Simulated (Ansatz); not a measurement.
# AlZnInSe2S2: complex band structure, part 2 of 2

Wanted: the relaxed cell of AlZnInSe2S2, its band edges and its decay constants. It is built by putting In for part of the Al in the Al2ZnSe2S2 structure of space group C2, with the volume rescaled by atomic radii. The parent structure comes from the Materials Project.

Ansatz 0.2.0; LDA DFT, plane waves, PAW files (the session's first sound run).

So far. Step 2 (Cell and atoms at rest): The largest force component on a free atom ends at 0.0061 eV/Å.

The structure was built from a prototype and need not be the compound's stable phase.

**3. The bulk crystal and its band edges**

The energy window and the wavevectors of the next steps follow from the band edges, so these are searched first, off the mesh as well.

input.yaml reads:

```yaml
crystal:
  lattice:
    - [3.7602791971, -5.5040379978, -0.0102191924]
    - [3.7602791971, 5.5040379978, -0.0102191924]
    - [-3.7482293482, 0.0, 3.8203551566]
  atoms:
    - { symbol: Al, position: [0.4952090386, 0.5047909614, 0.0] }
    - { symbol: In, position: [0.2528510089, 0.7471489911, 0.5] }
    - { symbol: Zn, position: [0.995234896, 0.004765104, 0.0] }
    - { symbol: Se, position: [0.8388928566, 0.5855825055, 0.4933137392] }
    - { symbol: Se, position: [0.4144174945, 0.1611071434, 0.5066862608] }
    - { symbol: S, position: [0.6418605737, 0.8884663684, 1.0402623969] }
    - { symbol: S, position: [0.1115336316, 0.3581394263, -0.0402623969] }
kpoints:
  mp_grid: { grid: [6, 6, 6] }
  band_path: { path: [VBM, CBM], npoints: 30 }
scf:
  occupations: { method: fixed }
hamiltonian:
  xc: lda
output:
  eigenvalues: true
  write_potential: true
  write_density: true
  volumetric_format: npy
```

Started as:

```
$ ansatz run input.yaml --threads 2 --pin off --max-ram 4096MiB --backend cpu --events-out ev --progress --plain --runs-dir out
```

Numbers of over 12 decimals in the logs are rounded to 6 here.

Output:

```text
[...]
Crystal: 7 atoms, lattice volume = 157.716 Å³
Basis set: ecut = 420 eV, 3051 PW (Γ)
Bands: 44, of which v1, the nominal top of the filled ones, is band 36 counted from 1 (35 counted from 0)
Symmetry: 2 space group operations
[...]
k-points: 68 of 216 (time reversal used)
[...]
SCF iter   1: F=—  HF=-21727.124423 eV  |F-HF|=—  |Δ(HF+E_count)|=         —  Δρ=6.15e-3  dr2=5.04e-2  ethr=1.77e-3  ⟨swp⟩=5.0  Hψ=10795  notcnv=0  defer=388
[...]
SCF iter   8: F=-21727.108085 eV  HF=-21727.108085 eV  |F-HF|=3.17e-9  |Δ(HF+E_count)|=   5.14e-8  Δρ=2.44e-6  dr2=1.15e-8  ethr=1.39e-10  ⟨swp⟩=9.6  Hψ=10842  notcnv=0
SCF 1 converged in 8 iterations: F = -21727.108085 eV  dr2 = 1.15e-8
[...]
NSCF: frozen V_eff on 68 k-points
[...]
SCF converged after 8 iterations
Free energy (F): -21727.108085 eV
[...]
Internal energy: -21727.108085 eV  (E = F + TS)
E sigma→0 (E₀):  -21727.108085 eV
Fermi energy:    6.311516 eV
[...]
--- Band table (eV; the first three rows and the last of 68) ---
  k-point 0: bands = [... 32 lower, 4.1612, 6.0391, 6.0437, 6.3115, 7.9087, 8.7372, 9.2266, 10.8858, ... 4 higher]
  k-point 1: bands = [... 32 lower, 4.3374, 4.9459, 5.6864, 6.3040, 8.6791, 9.0493, 10.3763, 10.8257, ... 4 higher]
  k-point 2: bands = [... 32 lower, 4.7236, 4.8877, 5.0937, 6.2538, 8.9097, 9.6728, 10.1664, 11.0795, ... 4 higher]
  k-point 67: bands = [... 32 lower, 5.0829, 5.5419, 5.7247, 6.2449, 8.5528, 8.9143, 10.5329, 11.1480, ... 4 higher]
```

Elapsed: 62 s, on 2 threads of Arm Neoverse V2, shared host; peak memory 0.62 GiB; 2.1 min of CPU time.

Reading the cycles: dr2 is the Hartree energy of the density residual (eV), the measure of convergence; HF is the Harris–Foulkes estimate of the energy, which meets the free energy F at convergence.

This step gave:

```
free energy         : -21727.1081 eV
Fermi energy        : 6.312 eV
gap on the k-mesh   : 1.597 eV
gap on path         : 1.597 eV, by band count; negative where bands overlap
direct gap on path  : 1.597 eV
edge places on path : 0, 0 1/A along the path
```

Levels at VBM (eV): -6.63, -6.50, -6.48, -6.44, -6.43, -5.77, -5.31, -3.69, -3.54, -3.27, -3.16, -3.00, -2.29, -2.15, -0.27, -0.27, 0.00, 1.60, 2.43, 2.92, 4.57, 4.63, 5.53, 5.77, 5.86.

The searched edges give 1.60 eV, as on the mesh.

**4. Decaying states in the gap**

This step: LDA DFT, plane waves, PAW files; complex bands by layer matching along the plane's normal (Ansatz 0.2.0).

The same crystal is laid in a cell whose first two vectors span the (010) plane (indices of the standard conventional cell, whose axes can be ordered otherwise than in the bulk input). At fixed energy and wavevector in the plane the solver finds all kz, real and complex. A few wavevectors are listed, (0, 0) and (0.5, 0) in units of the plane's reciprocal vectors; the slowest state needn't be among them.

input.yaml reads:

```yaml
crystal:
  lattice:
    - [5.35204043, 0.0, 0.0]
    - [0.070529585, 5.353957366, 0.0]
    - [-2.640755423, 2.676978683, 5.504037998]
  atoms:
    - { symbol: Al, position: [0.5047909614, 0.4952090386, 0.0095819228] }
    - { symbol: In, position: [0.2471489911, 0.2528510089, 0.4942979822] }
    - { symbol: Zn, position: [0.004765104, 0.995234896, 0.009530208] }
    - { symbol: Se, position: [0.6544208826, 0.8388928566, 0.7466896489] }
    - { symbol: Se, position: [0.0922687663, 0.4144174945, 0.7466896489] }
    - { symbol: S, position: [0.3984018232, 0.6418605737, 0.2466057947] }
    - { symbol: S, position: [0.8482039715, 0.1115336316, 0.2466057947] }
kpoints:
  mp_grid: { grid: [6, 6, 6] }
scf:
  occupations: { method: fixed }
hamiltonian:
  xc: lda
output:
  eigenvalues: true
  transmission:
    leads: [[0, 0]]
    kpoints: [[0.0, 0.0], [0.5, 0.0]]
    e_range: [-1.0, 2.6]
    de: 0.06
```

Output:

```text
[...]
Crystal: 7 atoms, lattice volume = 157.716 Å³
Basis set: ecut = 420 eV, 3051 PW (Γ)
Bands: 44, of which v1, the nominal top of the filled ones, is band 36 counted from 1 (35 counted from 0)
Symmetry: 2 space group operations
[...]
k-points: 68 of 216 (time reversal used)
[...]
SCF iter   1: F=—  HF=-21727.124406 eV  |F-HF|=—  |Δ(HF+E_count)|=         —  Δρ=6.15e-3  dr2=5.04e-2  ethr=1.77e-3  ⟨swp⟩=5.0  Hψ=10787  notcnv=0  defer=386
[...]
SCF iter   8: F=-21727.108084 eV  HF=-21727.108084 eV  |F-HF|=3.15e-9  |Δ(HF+E_count)|=   5.23e-8  Δρ=2.45e-6  dr2=1.15e-8  ethr=1.39e-10  ⟨swp⟩=9.6  Hψ=10795  notcnv=0
SCF 1 converged in 8 iterations: F = -21727.108084 eV  dr2 = 1.15e-8
[...]
transmission: 7 of 14 steps passed
transmission: 14 of 14 steps passed
SCF converged after 8 iterations
Free energy (F): -21727.108084 eV
[...]
Internal energy: -21727.108084 eV  (E = F + TS)
E sigma→0 (E₀):  -21727.108084 eV
Fermi energy:    6.311517 eV
[...]
--- Band table (eV; the first three rows and the last of 68) ---
  k-point 0: bands = [... 32 lower, 4.1612, 6.0391, 6.0437, 6.3115, 7.9087, 8.7372, 9.2266, 10.8858, ... 4 higher]
  k-point 1: bands = [... 32 lower, 4.2529, 5.4707, 5.8716, 6.1597, 8.3647, 8.8959, 9.3423, 10.1569, ... 4 higher]
  k-point 2: bands = [... 32 lower, 4.4953, 4.5859, 5.4815, 5.8409, 8.5952, 9.2116, 9.2559, 9.3408, ... 4 higher]
  k-point 67: bands = [... 32 lower, 5.0829, 5.5419, 5.7247, 6.2449, 8.5528, 8.9143, 10.5329, 11.1480, ... 4 higher]
--- Transmission ---
  basis      : 245 plane waves across, 7 finite elements along
  points     : 2, as listed
  energies   : 61 from -1.000000 to 2.600000 eV about the Fermi level, 0.060000 eV apart; the leads are filled to 0.798616 eV, and channels, transmission and decay are at 0.800000 eV
  crystal 0  : In1Se2Zn1Al1S2, at the sites [0, 0], period 5.5040 Å: whole cells are its period
    offset         : up to 0.0000 Å between an atom of the period and one for which it stands
    channels       : 0.000000e0 a spin
    conductance    : none, the energies end too early or step too widely for 300 K: set another output.transmission.e_range or a lower de, or, where they end at an eighth of basis.ecutwfc, a higher one
    slowest decay  : 0.1464 /Å at (0.0000, 0.0000)
```

The job ended after 79 s (2 threads; peak memory 0.84 GiB; 2.2 min of CPU time).

Numbers from this step:

```
level to which the leads are filled                       : 0.7986 eV from the Fermi level
decay constant at the filling level, zone centre          : 0.1464 Å⁻¹
decay constant at the filling level, slowest listed point : 0.1464 Å⁻¹
```

K parallel (0, 0); values up to 1.5 1/Å, a degenerate pair printed once or twice; energies at which all values exceed this have no row. Im kz of the slowest decaying states against energy, zero at the highest filled level on the SCF mesh:

```csv
energy (eV),decay 1 (Å⁻¹),decay 2 (Å⁻¹),decay 3 (Å⁻¹),decay 4 (Å⁻¹)
-1.0000,0.220,0.315,0.328,0.399
-0.7600,0.136,0.330,0.345,0.402
-0.5200,0.340,0.353,0.403,0.411
-0.2200,0.0490,0.0960,0.348,0.355
0.0200,0.0661,0.107,0.225,0.350
0.2600,0.133,0.224,0.292,0.346
0.5000,0.145,0.296,0.337,0.339
0.7400,0.147,0.325,0.336,0.343
0.9800,0.140,0.309,0.325,0.342
1.2200,0.121,0.290,0.309,0.321
1.5200,0.0612,0.260,0.281,0.290
1.7600,0.230,0.247,0.259,0.331
2.0000,0.189,0.192,0.221,0.298
2.2400,0.139,0.171,0.200,0.283
2.4800,0.0214,0.0903,0.148,0.252
```

K parallel (0, 0). The Re kz of states that move upwards by energy, zero at the highest filled level on the SCF mesh:

```csv
energy (eV),channel 1 (Å⁻¹),channel 2 (Å⁻¹),channel 3 (Å⁻¹)
-1.00,-0.466,-0.224,-
-0.88,-0.404,-0.199,-
-0.76,-0.348,-0.173,-
-0.64,-0.535,-0.293,-0.145
-0.52,-0.413,-0.234,-0.116
-0.40,-0.338,-0.165,-0.0803
-0.28,-0.269,-0.0487,-0.0186
-0.16,-0.196,-,-
0.02,-,-,-
0.14,-,-,-
0.26,-,-,-
0.38,-,-,-
0.50,-,-,-
0.62,-,-,-
0.74,-,-,-
0.86,-,-,-
0.98,-,-,-
1.10,-,-,-
1.22,-,-,-
1.34,-,-,-
1.46,-,-,-
1.58,-,-,-
1.76,0.0981,-,-
1.88,0.136,-,-
2.00,0.173,-,-
2.12,0.214,-,-
2.24,-0.462,0.273,-
2.36,-,-,-
2.48,0.111,-,-
2.60,-0.517,-0.473,0.200
```

K parallel (0.5, 0); values up to 1.5 1/Å, a degenerate pair printed once or twice; energies at which all values exceed this have no row. The Im kz of the slowest decaying states by energy, zero at the highest filled level on the SCF mesh:

```csv
energy (eV),decay 1 (Å⁻¹),decay 2 (Å⁻¹),decay 3 (Å⁻¹),decay 4 (Å⁻¹)
-1.00,0.118,0.169,0.172,0.872
-0.82,0.0248,0.219,0.840,1.40
-0.64,0.245,0.256,0.809,1.37
-0.46,0.285,0.305,0.777,1.35
-0.28,0.308,0.346,0.745,1.33
-0.10,0.327,0.377,0.714,1.31
0.02,0.338,0.395,0.694,1.29
0.08,0.343,0.402,0.684,1.29
0.26,0.356,0.422,0.655,1.26
0.44,0.368,0.438,0.625,1.24
0.62,0.378,0.418,0.486,0.595
0.80,0.389,0.403,0.543,1.20
0.98,0.395,0.539,1.17,-
1.16,0.395,0.533,1.15,-
1.34,0.390,0.401,0.524,1.13
1.52,0.380,0.411,0.512,1.10
1.70,0.370,0.427,0.494,1.08
1.88,0.360,0.437,0.517,1.05
2.06,0.349,0.421,0.519,1.02
2.24,0.335,0.405,0.516,0.998
2.42,0.320,0.387,0.510,0.970
2.60,0.302,0.368,0.501,0.941
```

At the listed wavevectors the last open channel is at -0.04 eV and the next at +1.64 eV on the grid. At +0.80 eV, the grid energy nearest the filling level (the middle of the gap on the SCF mesh), the slowest state at the listed wavevectors decays with κ = 0.146 Å⁻¹, its amplitude falling by e over 6.8 Å. Through 1 nm of this crystal that state's transmission falls by exp(−2 × 0.146 Å⁻¹ × 10 Å) = 0.054.

**5. Decay over the two-dimensional zone**

The listed points could miss the slowest state, so one energy near mid-gap is solved on a mesh of 8×8.

Changes to input.yaml since step 4:

```diff
@@ -21,6 +21,2 @@
   eigenvalues: true
-  transmission:
-    leads: [[0, 0]]
-    kpoints: [[0.0, 0.0], [0.5, 0.0]]
-    e_range: [-1.0, 2.6]
-    de: 0.06
+  transmission: { leads: [[0, 0]], kmesh: [8, 8], e_range: [0.8, 0.81], de: 0.05 }
```

Output:

```text
[...]
Crystal: 7 atoms, lattice volume = 157.716 Å³
Basis set: ecut = 420 eV, 3051 PW (Γ)
Bands: 44, of which v1, the nominal top of the filled ones, is band 36 counted from 1 (35 counted from 0)
Symmetry: 2 space group operations
[...]
k-points: 68 of 216 (time reversal used)
[...]
SCF iter   1: F=—  HF=-21727.124406 eV  |F-HF|=—  |Δ(HF+E_count)|=         —  Δρ=6.15e-3  dr2=5.04e-2  ethr=1.77e-3  ⟨swp⟩=5.0  Hψ=10787  notcnv=0  defer=386
[...]
SCF iter   8: F=-21727.108084 eV  HF=-21727.108084 eV  |F-HF|=3.15e-9  |Δ(HF+E_count)|=   5.23e-8  Δρ=2.45e-6  dr2=1.15e-8  ethr=1.39e-10  ⟨swp⟩=9.6  Hψ=10795  notcnv=0
SCF 1 converged in 8 iterations: F = -21727.108084 eV  dr2 = 1.15e-8
[...]
transmission: 28 of 238 steps passed
transmission: 56 of 238 steps passed
[...]
transmission: 238 of 238 steps passed
SCF converged after 8 iterations
Free energy (F): -21727.108084 eV
[...]
Internal energy: -21727.108084 eV  (E = F + TS)
E sigma→0 (E₀):  -21727.108084 eV
Fermi energy:    6.311517 eV
[...]
--- Band table (eV; the first three rows and the last of 68) ---
  k-point 0: bands = [... 32 lower, 4.1612, 6.0391, 6.0437, 6.3115, 7.9087, 8.7372, 9.2266, 10.8858, ... 4 higher]
  k-point 1: bands = [... 32 lower, 4.2529, 5.4707, 5.8716, 6.1597, 8.3647, 8.8959, 9.3423, 10.1569, ... 4 higher]
  k-point 2: bands = [... 32 lower, 4.4953, 4.5859, 5.4815, 5.8409, 8.5952, 9.2116, 9.2559, 9.3408, ... 4 higher]
  k-point 67: bands = [... 32 lower, 5.0829, 5.5419, 5.7247, 6.2449, 8.5528, 8.9143, 10.5329, 11.1480, ... 4 higher]
--- Transmission ---
  basis      : 245 plane waves across, 7 finite elements along
  points     : 34, standing for a mesh of 8 x 8
  energies   : 1 from 0.800000 to 0.800000 eV about the Fermi level; the leads are filled to 0.798616 eV, and channels, transmission and decay are at 0.800000 eV
[...]
channels       : 0.000000e0 a spin
    conductance    : none, crystal 0 has no channel at the energies, or these end too early or step too widely for 300 K: set another output.transmission.e_range or a lower de, or, where they end at an eighth of basis.ecutwfc, a higher one
    slowest decay  : 0.1464 /Å at (0.0000, 0.0000)
```

Elapsed: 98 s, on 2 threads; peak memory 0.99 GiB.

Numbers from this step:

```yaml
least_decay_constant_on_the_mesh: 0.1464 Å⁻¹
```

Slowest decay constant (1/Å; 0 where a channel is open) over k1 and k2. At 0.8000 eV from the Fermi level.

Ten even steps from '0' (0.146) to '9' (0.398):
```
55688864
86666655
98655558
98650568
98555568
85566666
54688865
35998995
```
Columns: k1 (b1) from -0.5 to 0.375; rows upwards: k2 (b2) from -0.5 to 0.375.

The least value on the mesh is 0.146 Å⁻¹ at +0.80 eV. At that energy the listed points give about 0.146 Å⁻¹ by interpolation, so the mesh holds no clearly slower state.

**6. Band edges at another level**

This step: LDA DFT, plane waves, JTH PAW files (Ansatz 0.2.0).

The edges again with JTH files, at the same atoms.

input.yaml reads:

```yaml
crystal:
  lattice:
    - [3.7602791971, -5.5040379978, -0.0102191924]
    - [3.7602791971, 5.5040379978, -0.0102191924]
    - [-3.7482293482, 0.0, 3.8203551566]
  atoms:
    - { symbol: Al, position: [0.4952090386, 0.5047909614, 0.0] }
    - { symbol: In, position: [0.2528510089, 0.7471489911, 0.5] }
    - { symbol: Zn, position: [0.995234896, 0.004765104, 0.0] }
    - { symbol: Se, position: [0.8388928566, 0.5855825055, 0.4933137392] }
    - { symbol: Se, position: [0.4144174945, 0.1611071434, 0.5066862608] }
    - { symbol: S, position: [0.6418605737, 0.8884663684, 1.0402623969] }
    - { symbol: S, position: [0.1115336316, 0.3581394263, -0.0402623969] }
kpoints:
  mp_grid: { grid: [6, 6, 6] }
  band_path: { path: [VBM, CBM], npoints: 30 }
scf:
  occupations: { method: fixed }
hamiltonian:
  xc: lda
  pseudopotentials: { kind: paw, source: jth }
output:
  eigenvalues: true
```

Output:

```text
Error: no pseudopotential record for In at <dir> Nothing was run.
  By this build's list the table `kind: paw`, `source: jth` of `hamiltonian.pseudopotentials` has no In in this build's library.
Fix: take In from another table that serves this run, or name a record of your own for In alone.
  `kind` and `accuracy`, with `source`, `level` and `core` left out, under `hamiltonian.pseudopotentials` apply to every element of the deck. For LDA this build's library has files of In, which may not all serve this run, under
    kind: nc       accuracy: standard or stringent
  To change In alone, name a record of the deck's `kind` under `hamiltonian.pseudopotentials.azcp`, as `In: <path>` (`python -m ansatz.pseudopotential add <file.upf> <file.azcp>` makes one from a UPF file).
  `python` is the interpreter of the environment that holds the engine's wheel, or a checkout's `.venv/bin/python`.
```

The job ended after 0.03 s (2 threads; peak memory 0.068 GiB).

The input was rejected at the start.

The program's message: “Error: no pseudopotential record for In at <dir> Nothing was run.”

**7. Summary of results**

```json
{
  "band gap": "1.60 eV",
  "least decay constant at mid-gap, normal to (010)": "0.146 Å⁻¹",
  "least decay constant on a mesh, normal to (010)": "0.146 Å⁻¹"
}
```

With LDA, the slowest decay at the wavevectors tried is κ = 0.146 Å⁻¹, normal to (010). Through such a film the transmission near mid-gap falls as exp(−2κd), a factor of ten every 7.9 Å. A free electron under a barrier of half the gap would need a mass of 0.10 mₑ to decay at this rate. The compound is made up by substitution; its stability against other phases and against distortions of the cell's symmetry was not tested. A semilocal functional narrows gaps, so real decay constants are likely larger.

[Logs are printed without paths, hosts, clocks, repeated set-up lines and the standing remarks that a program may print on its own settings, such as how far it seeks lower states.]

[Hosts, paths, dates, database ids (printed as entryN), source tags and the programs' standing remarks are cut or masked in the printed files.]
